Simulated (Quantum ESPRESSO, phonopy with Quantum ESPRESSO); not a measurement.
# ZnS (F-43m): a volume series of phonon spectra, part 7 of 9

Aim: how the vibrations of ZnS shift with volume, and the expansion that follows.

What experiment has found for this phase:
- bulk modulus 71.4 GPa near room temperature (given in “High-Throughput Prediction of Finite-Temperature Properties using the Quasi-Harmonic Approximation”, 2016, arXiv:1603.06924)

Quantum ESPRESSO 7.5; DFT LDA, scalar-relativistic, plane waves, GBRV ultrasoft pseudopotentials.

So far. Step 13 (Self-consistent run, V/V0 0.985): The run ends at a pressure of 1.44 GPa. Step 14 (Born charges and dielectric tensor): The Born charges sum to zero within 0.0037 e; the rest is removed before use. Acoustic frequencies in this log differ from zero by the error of the sum rule, which ph.x does not impose.

The database entry behind the starting cell differs from later determinations by our own check (about 0.1 % short), so it need not match the best structure at ambient conditions.

## (16) Lattice dynamics at this volume, k-mesh 8×8×8, supercell k mesh 4×4×4 (run 2)

This step: DFT LDA, scalar-relativistic, plane waves, GBRV ultrasoft pseudopotentials (phonopy with Quantum ESPRESSO 4.10.0 / 7.5).

It took 10 min on 8 threads of Arm Neoverse N1, shared host.

Phonopy, LO-TO term from ph.x's tensors. Phonon branches along the path, in cm⁻¹:

| point | branch 1 | branch 2 | branch 3 | branch 4 | branch 5 | branch 6 |
| --- | --- | --- | --- | --- | --- | --- |
| Γ | 0 | 0 | 0 | 301 | 301 | 356 |
| halfway | 66 | 66 | 154 | 318 | 318 | 350 |
| X | 90 | 90 | 223 | 336 | 336 | 343 |
| halfway | 89 | 105 | 217 | 333 | 335 | 347 |
| U | 86 | 130 | 202 | 328 | 331 | 351 |
| jump to K | 86 | 130 | 202 | 328 | 331 | 351 |
| halfway | 57 | 99 | 150 | 311 | 321 | 350 |
| Γ | 0 | 0 | 0 | 301 | 301 | 356 |
| halfway | 50 | 50 | 147 | 309 | 309 | 355 |
| L | 69 | 69 | 204 | 317 | 317 | 356 |
| halfway | 82 | 121 | 194 | 323 | 326 | 353 |
| W | 105 | 130 | 197 | 323 | 339 | 349 |
| halfway | 98 | 109 | 212 | 329 | 338 | 347 |
| X | 90 | 90 | 223 | 336 | 336 | 343 |

The phonon branches as a text plot (rows in cm⁻¹):

```
    349 |********************************************************
    334 |         ********* **                         **********
    319 |     ****         ********          ****************
    304 |*****                  *************
    290 |
    275 |
    260 |
    245 |
    230 |
    215 |          ******                                    ****
    200 |         *      **                     ******* *****
    186 |       **         ***                 *       *
    171 |                     **             **
    156 |     **                *
    141 |                  ***              *
    126 |    *           **   ** **                   *******
    111 |              **                  *         *    ** *
     97 |            **         *                       **  *****
     82 |  **   *****  *******   ****    **       ******
     67 |     **              **               ******
     52 |    *                  ******      ***
     37 | ***                      **   *  *
     22 | *                          *   **
      7 |*                            ***
         Γ           X  U|K            Γ         L        W     X
```

No mode is imaginary beyond numerical noise along the path. The highest zone-centre mode (no LO–TO term) moved by +2.6 % for a volume change of -1.5 %.

The time given is that of the 2 pw.x runs on displaced cells behind this step.

## (17) Ground state at this cell, V/V0 1.03

A tight ground state at this cell gives the energy of this member; its pressure is the stress at this cutoff, which can carry an offset from the finite basis.

This step: DFT LDA, scalar-relativistic, plane waves, GBRV ultrasoft pseudopotentials (Quantum ESPRESSO 7.5).

System of this step: ZnS. Symmetry: F-43m, No. 216, cubic system. Conventional cell: a = 5.345 Å, b = 5.345 Å, c = 5.345 Å, α = 90.00°, β = 90.00°, γ = 90.00°. Nearest to Zn lie 4 S at 2.31 Å. Nearest to S lie 4 Zn at 2.31 Å. Farther neighbours and most contacts between anions are not listed.

The input, scf.in:

```
 &control
    calculation='scf',
    prefix='x',
    outdir='./tmp',
    pseudo_dir='./pseudo',
    tprnfor=.true.,
    tstress=.true.,
 /
 &system
    ibrav=0,
    nat=2,
    ntyp=2,
    ecutwfc=45.0,
    ecutrho=270.0,
    occupations='fixed',
    nbnd=15,
 /
 &electrons
    conv_thr=1.0d-12,
    mixing_beta=0.7,
    electron_maxstep=100,
 /
ATOMIC_SPECIES
 Zn     65.3800  Zn.upf
 S      32.0600  S.upf
CELL_PARAMETERS angstrom
     0.000000000    2.672361303    2.672361303
     2.672361303    0.000000000    2.672361303
     2.672361303    2.672361303    0.000000000
ATOMIC_POSITIONS crystal
 Zn     0.250000000   0.250000000   0.250000000
 S      0.000000000   0.000000000   0.000000000
K_POINTS automatic
 12 12 12 0 0 0
```

Launch:

```
$ OMP_NUM_THREADS=1 mpirun -n 8 pw.x -nk 8 -in scf.in > scf.out
```

Log:

```text
[banner, memory and clock lines left out]
Program PWSCF v.7.5

     Message from routine setup:
     using ibrav=0 with symmetry is DISCOURAGED, use correct ibrav instead

     G-vector sticks info

     bravais-lattice index     =            0
     lattice parameter (alat)  =       7.1418  a.u.
     unit-cell volume          =     257.5800 (a.u.)^3
     number of atoms/cell      =            2
     number of atomic types    =            2
     number of electrons       =        26.00
[...]
atom    2 type  2   force =    -0.00000000   -0.00000000    0.00000000

     Total force =     0.000000     Total SCF correction =     0.000000

     Computing stress (Cartesian axis) and pressure

          total   stress  (Ry/bohr**3)                   (kbar)     P=      -23.67
  -0.00016090  -0.00000000  -0.00000000          -23.67       -0.00       -0.00
  -0.00000000  -0.00016090   0.00000000           -0.00      -23.67        0.00
   0.00000000  -0.00000000  -0.00016090            0.00       -0.00      -23.67

     XML data file, charge density, pseudopotentials, collected wavefunctions
[key lines of the parts left out:]
!    total energy              =    -485.45084546 Ry
convergence has been achieved in  11 iterations
```

Run time: 7.4 s. Hardware: 8 MPI ranks; 58 s of CPU time.

The run ends at a pressure of -2.37 GPa.

## (18) Born charges and dielectric tensor

In a polar crystal the Born charges and ε∞ give the long-range dipole term that a finite supercell misses. They are those of this k-mesh and were not tested on a denser one; where the gap is small they converge slowly, and the LO modes with them.

The input, ph.in:

```
phonons
 &inputph
    prefix='x',
    outdir='./tmp',
    fildyn='x.dyn',
    tr2_ph=1.0d-18,
    epsil=.true.,
 /
0.000000000 0.000000000 0.000000000
```

scf.in is that of step 17.

Launch:

```
$ OMP_NUM_THREADS=1 mpirun -n 8 ph.x -nk 8 -in ph.in > ph.out
```

Log:

```text
[banner, memory and clock lines left out]
Program PHONON v.7.5

     ./tmp/x.save/

     IMPORTANT: XC functional enforced from input :
     Exchange-correlation= PZ
                           (   1   1   0   0   0   0   0)
     Any further DFT definition will be discarded
     Please, verify this is what you really want

     G-vector sticks info

     Reading collected, re-writing distributed wavefunctions in ./tmp/

     Number and degeneracy of irreps per q-point
       N         xq(1)         xq(2)         xq(3)   N irreps
[...]
freq (    1) =      -0.184676 [THz] =      -6.160144 [cm-1]
     freq (    2) =      -0.184676 [THz] =      -6.160144 [cm-1]
     freq (    3) =      -0.184676 [THz] =      -6.160144 [cm-1]
     freq (    4) =       8.352902 [THz] =     278.622818 [cm-1]
     freq (    5) =       8.352902 [THz] =     278.622818 [cm-1]
     freq (    6) =       8.352902 [THz] =     278.622818 [cm-1]
 **************************************************************************

     Mode symmetry, T_d (-43m)  point group:

     freq (   1-   3) =         -6.2  [cm-1]   --> T_2  G_15 P_4   I+R
     freq (   4-   6) =        278.6  [cm-1]   --> T_2  G_15 P_4   I+R
```

The job ended after 3 min (8 MPI ranks).

The Born charges sum to zero within 0.0037 e; the rest is removed before use. Acoustic frequencies in this log differ from zero by the error of the sum rule, which ph.x does not impose.

## (19) Forces on a displaced cell, k-mesh 3×3×3

One atom (for the harmonic constants) or a pair of atoms (for the cubic ones) is moved by a few hundredths of an ångström; the forces on all atoms give a column of force constants. The threshold is tight because the forces are small.

System of this step: ZnS. The structure is monoclinic, space group Cm (No. 8). Conventional cell: a = 13.092 Å, b = 7.559 Å, c = 7.559 Å, α = 90.00°, β = 125.26°, γ = 90.00°. Nearest to Zn lie 4 S at 2.30 to 2.33 Å. Nearest to Zn lie 4 S at 2.31 Å. Zn has 4 S at 2.31 Å nearest. Zn has 4 S at 2.31 Å nearest. Farther neighbours and most contacts between anions are not listed.

The input, disp-00001.in:

```
 &control
    calculation='scf',
    prefix='x',
    outdir='./tmp',
    pseudo_dir='./pseudo',
    tprnfor=.true.,
    disk_io='none',
 /
 &system
    ibrav=0,
    nat=16,
    ntyp=2,
    ecutwfc=45.0,
    ecutrho=270.0,
    occupations='fixed',
    nbnd=106,
 /
 &electrons
    conv_thr=1.0d-11,
    mixing_beta=0.7,
    electron_maxstep=100,
 /
ATOMIC_SPECIES
 Zn     65.3800  Zn.upf
 S      32.0600  S.upf
CELL_PARAMETERS angstrom
     0.000000000    5.344722606    5.344722606
     5.344722606    0.000000000    5.344722606
     5.344722606    5.344722606    0.000000000
ATOMIC_POSITIONS crystal
 Zn     0.127646000   0.125000000   0.125000000
 Zn     0.625000000   0.125000000   0.125000000
 Zn     0.125000000   0.625000000   0.125000000
 Zn     0.625000000   0.625000000   0.125000000
 Zn     0.125000000   0.125000000   0.625000000
 Zn     0.625000000   0.125000000   0.625000000
 Zn     0.125000000   0.625000000   0.625000000
 Zn     0.625000000   0.625000000   0.625000000
 S      0.000000000   0.000000000   0.000000000
 S      0.500000000   0.000000000   0.000000000
 S      0.000000000   0.500000000   0.000000000
 S      0.500000000   0.500000000   0.000000000
 S      0.000000000   0.000000000   0.500000000
 S      0.500000000   0.000000000   0.500000000
 S      0.000000000   0.500000000   0.500000000
 S      0.500000000   0.500000000   0.500000000
K_POINTS automatic
 3 3 3 0 0 0
```

Launch:

```
$ OMP_NUM_THREADS=1 mpirun -n 4 pw.x -nk 4 -in disp-00001.in > disp-00001.out
```

Log:

```text
[banner, memory and clock lines left out]
Program PWSCF v.7.5

     Message from routine setup:
     using ibrav=0 with symmetry is DISCOURAGED, use correct ibrav instead

     G-vector sticks info

     bravais-lattice index     =            0
     lattice parameter (alat)  =      14.2836  a.u.
     unit-cell volume          =    2060.6399 (a.u.)^3
     number of atoms/cell      =           16
     number of atomic types    =            2
     number of electrons       =       208.00
[...]
atom    1 type  1   force =     0.00018754   -0.00394972   -0.00394972
     atom    2 type  1   force =    -0.00000377    0.00065668    0.00065668
     atom    3 type  1   force =     0.00033993   -0.00038627    0.00031720
[...]
atom   15 type  2   force =    -0.00002957    0.00000106    0.00000106
     atom   16 type  2   force =     0.00003193    0.00000086    0.00000086

     Total force =     0.006954     Total SCF correction =     0.000003
     Message from routine punch:
     Nothing written, as per user request (disk_io='none')
[key lines of the parts left out:]
!    total energy              =   -3883.60426385 Ry
convergence has been achieved in  14 iterations
```

Run time: 4.9 min. Hardware: 4 MPI ranks.

## (20) Lattice dynamics at this volume, k-mesh 6×6×6, supercell k mesh 3×3×3

This step: DFT LDA, scalar-relativistic, plane waves, GBRV ultrasoft pseudopotentials (phonopy with Quantum ESPRESSO 4.10.0 / 7.5).

The job ended after 4.9 min (8 threads).

Phonopy, LO-TO term from ph.x's tensors. Phonon branches along the path, in cm⁻¹:

| point | branch 1 | branch 2 | branch 3 | branch 4 | branch 5 | branch 6 |
| --- | --- | --- | --- | --- | --- | --- |
| Γ | 0 | 0 | 0 | 279 | 279 | 338 |
| halfway | 70 | 70 | 147 | 293 | 293 | 331 |
| X | 94 | 94 | 212 | 311 | 311 | 324 |
| halfway | 93 | 108 | 206 | 309 | 310 | 324 |
| U | 90 | 132 | 191 | 305 | 308 | 326 |
| jump to K | 90 | 132 | 191 | 305 | 308 | 326 |
| halfway | 60 | 99 | 144 | 287 | 296 | 330 |
| Γ | 0 | 0 | 0 | 279 | 279 | 338 |
| halfway | 53 | 53 | 141 | 285 | 285 | 335 |
| L | 73 | 73 | 196 | 292 | 292 | 334 |
| halfway | 86 | 121 | 185 | 299 | 302 | 329 |
| W | 107 | 134 | 184 | 303 | 313 | 324 |
| halfway | 100 | 112 | 201 | 307 | 312 | 324 |
| X | 94 | 94 | 212 | 311 | 311 | 324 |

The phonon branches as a text plot (rows in cm⁻¹):

```
    331 |************  ***********************************
    317 |            ****                                ********
    303 |       *****  **********                    **********
    289 |  *****              *******      **********
    274 |**                        ********
    260 |
    246 |
    232 |
    218 |            *
    204 |          ** ***                                    ****
    190 |         *      **                     *******  ****
    176 |       **         ***                 *       **
    162 |                     **             **
    148 |     **           *    *           *
    134 |                 * **                         *****
    120 |    *          **    ** **                   *     *
    106 |              *        *          *         *  ********
     91 |         **********                        * **      ***
     77 |  **   **          **** ****    **     ******
     63 |     **                *            ***
     49 |    *                   *****      *
     35 | ***                      **   ****
     21 | *                          *  *
      7 |*                            **
         Γ           X  U|K            Γ         L        W     X
```

No mode is imaginary beyond numerical noise along the path. The highest zone-centre mode (no LO–TO term) moved by -5.0 % for a volume change of +3.0 %.

The time given is that of the 2 pw.x runs on displaced cells behind this step.

## (21) Ground state at this cell, V/V0 0.97

A tight ground state at this cell gives the energy of this member; its pressure is the stress at this cutoff, which can carry an offset from the finite basis.

This step: DFT LDA, scalar-relativistic, plane waves, GBRV ultrasoft pseudopotentials (Quantum ESPRESSO 7.5).

System of this step: ZnS. The structure is cubic, space group F-43m (No. 216). Conventional cell: a = 5.239 Å, b = 5.239 Å, c = 5.239 Å, α = 90.00°, β = 90.00°, γ = 90.00°. Nearest to Zn lie 4 S at 2.27 Å. Nearest to S lie 4 Zn at 2.27 Å. Farther neighbours and most contacts between anions are not listed.

Changes to scf.in since step 18:

```diff
@@ -26,5 +26,5 @@
 CELL_PARAMETERS angstrom
-     0.000000000    2.672361303    2.672361303
-     2.672361303    0.000000000    2.672361303
-     2.672361303    2.672361303    0.000000000
+     0.000000000    2.619429279    2.619429279
+     2.619429279    0.000000000    2.619429279
+     2.619429279    2.619429279    0.000000000
 ATOMIC_POSITIONS crystal
```

Launch:

```
$ OMP_NUM_THREADS=1 mpirun -n 8 pw.x -nk 8 -in scf.in > scf.out
```

Log:

```text
[banner, memory and clock lines left out]
Program PWSCF v.7.5

     Message from routine setup:
     using ibrav=0 with symmetry is DISCOURAGED, use correct ibrav instead

     G-vector sticks info

     bravais-lattice index     =            0
     lattice parameter (alat)  =       7.0004  a.u.
     unit-cell volume          =     242.5753 (a.u.)^3
     number of atoms/cell      =            2
     number of atomic types    =            2
     number of electrons       =        26.00
[...]
atom    2 type  2   force =     0.00000000    0.00000000    0.00000000

     Total force =     0.000000     Total SCF correction =     0.000000

     Computing stress (Cartesian axis) and pressure

          total   stress  (Ry/bohr**3)                   (kbar)     P=       29.27
   0.00019900   0.00000000   0.00000000           29.27        0.00        0.00
   0.00000000   0.00019900   0.00000000            0.00       29.27        0.00
   0.00000000   0.00000000   0.00019900            0.00        0.00       29.27

     XML data file, charge density, pseudopotentials, collected wavefunctions
[key lines of the parts left out:]
!    total energy              =    -485.45034319 Ry
convergence has been achieved in  11 iterations
```

Run time: 8.7 s. Hardware: 8 MPI ranks; 69 s of CPU time.

The run ends at a pressure of 2.93 GPa.

## (22) Born charges and dielectric tensor

In a polar crystal the Born charges and ε∞ give the long-range dipole term that a finite supercell misses. They are those of this k-mesh and were not tested on a denser one; where the gap is small they converge slowly, and the LO modes with them.

ph.in is that of step 18.

scf.in is that of step 21.

Launch:

```
$ OMP_NUM_THREADS=1 mpirun -n 8 ph.x -nk 8 -in ph.in > ph.out
```

Log:

```text
[banner, memory and clock lines left out]
Program PHONON v.7.5

     ./tmp/x.save/

     IMPORTANT: XC functional enforced from input :
     Exchange-correlation= PZ
                           (   1   1   0   0   0   0   0)
     Any further DFT definition will be discarded
     Please, verify this is what you really want

     G-vector sticks info

     Reading collected, re-writing distributed wavefunctions in ./tmp/

     Number and degeneracy of irreps per q-point
       N         xq(1)         xq(2)         xq(3)   N irreps
[...]
freq (    1) =      -0.235919 [THz] =      -7.869406 [cm-1]
     freq (    2) =      -0.235919 [THz] =      -7.869406 [cm-1]
     freq (    3) =      -0.235919 [THz] =      -7.869406 [cm-1]
     freq (    4) =       9.264648 [THz] =     309.035399 [cm-1]
     freq (    5) =       9.264648 [THz] =     309.035399 [cm-1]
     freq (    6) =       9.264648 [THz] =     309.035399 [cm-1]
 **************************************************************************

     Mode symmetry, T_d (-43m)  point group:

     freq (   1-   3) =         -7.9  [cm-1]   --> T_2  G_15 P_4   I+R
     freq (   4-   6) =        309.0  [cm-1]   --> T_2  G_15 P_4   I+R
```

Elapsed: 3.7 min, on 8 MPI ranks.

The Born charges sum to zero within 0.0036 e; the rest is removed before use. Acoustic frequencies in this log differ from zero by the error of the sum rule, which ph.x does not impose.

## (23) A displaced supercell, k-mesh 4×4×4 (run 2)

One atom (for the harmonic constants) or a pair of atoms (for the cubic ones) is moved by a few hundredths of an ångström; the forces on all atoms give a column of force constants. The threshold is tight because the forces are small.

System of this step: ZnS. It takes space group Cm (No. 8, monoclinic). Conventional cell: a = 12.833 Å, b = 7.409 Å, c = 7.409 Å, α = 90.00°, β = 125.26°, γ = 90.00°. Zn has 4 S at 2.25 to 2.28 Å nearest. Zn has 4 S at 2.27 Å nearest. Nearest to Zn lie 4 S at 2.27 Å. Zn has 4 S at 2.27 Å nearest. Farther neighbours and most contacts between anions are not listed.

Changes to disp-00001.in since step 19:

```diff
@@ -26,7 +26,7 @@
 CELL_PARAMETERS angstrom
-     0.000000000    5.344722606    5.344722606
-     5.344722606    0.000000000    5.344722606
-     5.344722606    5.344722606    0.000000000
+     0.000000000    5.238858557    5.238858557
+     5.238858557    0.000000000    5.238858557
+     5.238858557    5.238858557    0.000000000
 ATOMIC_POSITIONS crystal
- Zn     0.127646000   0.125000000   0.125000000
+ Zn     0.127699469   0.125000000   0.125000000
  Zn     0.625000000   0.125000000   0.125000000
@@ -47,2 +47,2 @@
 K_POINTS automatic
- 3 3 3 0 0 0
+ 4 4 4 0 0 0
```

Launch:

```
$ OMP_NUM_THREADS=1 mpirun -n 4 pw.x -nk 4 -in disp-00001.in > disp-00001.out
```

Log:

```text
[banner, memory and clock lines left out]
Program PWSCF v.7.5

     Message from routine setup:
     using ibrav=0 with symmetry is DISCOURAGED, use correct ibrav instead

     G-vector sticks info

     bravais-lattice index     =            0
     lattice parameter (alat)  =      14.0007  a.u.
     unit-cell volume          =    1940.6026 (a.u.)^3
     number of atoms/cell      =           16
     number of atomic types    =            2
     number of electrons       =       208.00
[...]
atom    1 type  1   force =     0.00024472   -0.00479014   -0.00479014
     atom    2 type  1   force =    -0.00000248    0.00067217    0.00067217
     atom    3 type  1   force =     0.00034511   -0.00037174    0.00032543
[...]
atom   15 type  2   force =    -0.00003471   -0.00000027   -0.00000027
     atom   16 type  2   force =     0.00003606   -0.00000068   -0.00000068

     Total force =     0.008597     Total SCF correction =     0.000011
     Message from routine punch:
     Nothing written, as per user request (disk_io='none')
[key lines of the parts left out:]
!    total energy              =   -3883.60240261 Ry
convergence has been achieved in  13 iterations
```

Run time: 9.1 min. Hardware: 4 MPI ranks; 36 min of CPU time.

## (24) Phonons, k-mesh 8×8×8, supercell k mesh 4×4×4 (run 2)

This step: DFT LDA, scalar-relativistic, plane waves, GBRV ultrasoft pseudopotentials (phonopy with Quantum ESPRESSO 4.10.0 / 7.5).

Run time: 9.1 min. Hardware: 8 threads.

No mode is imaginary beyond numerical noise along the path. The highest zone-centre mode (no LO–TO term) moved by +5.3 % for a volume change of -3.0 %.

The time given is that of the 2 pw.x runs on displaced cells behind this step.

[end of part 7 of 9]

[Logs are printed without paths, hosts, clocks, repeated set-up lines and the standing remarks that a program may print on its own settings, such as how far it seeks lower states.]

[Hosts, paths, dates, database ids (printed as entryN), source tags and the programs' standing remarks are cut or masked in the printed files.]

[A step with changed settings may run another functional than the one named; its input shows which.]

[Of the runs on displaced cells, only some may be shown.]
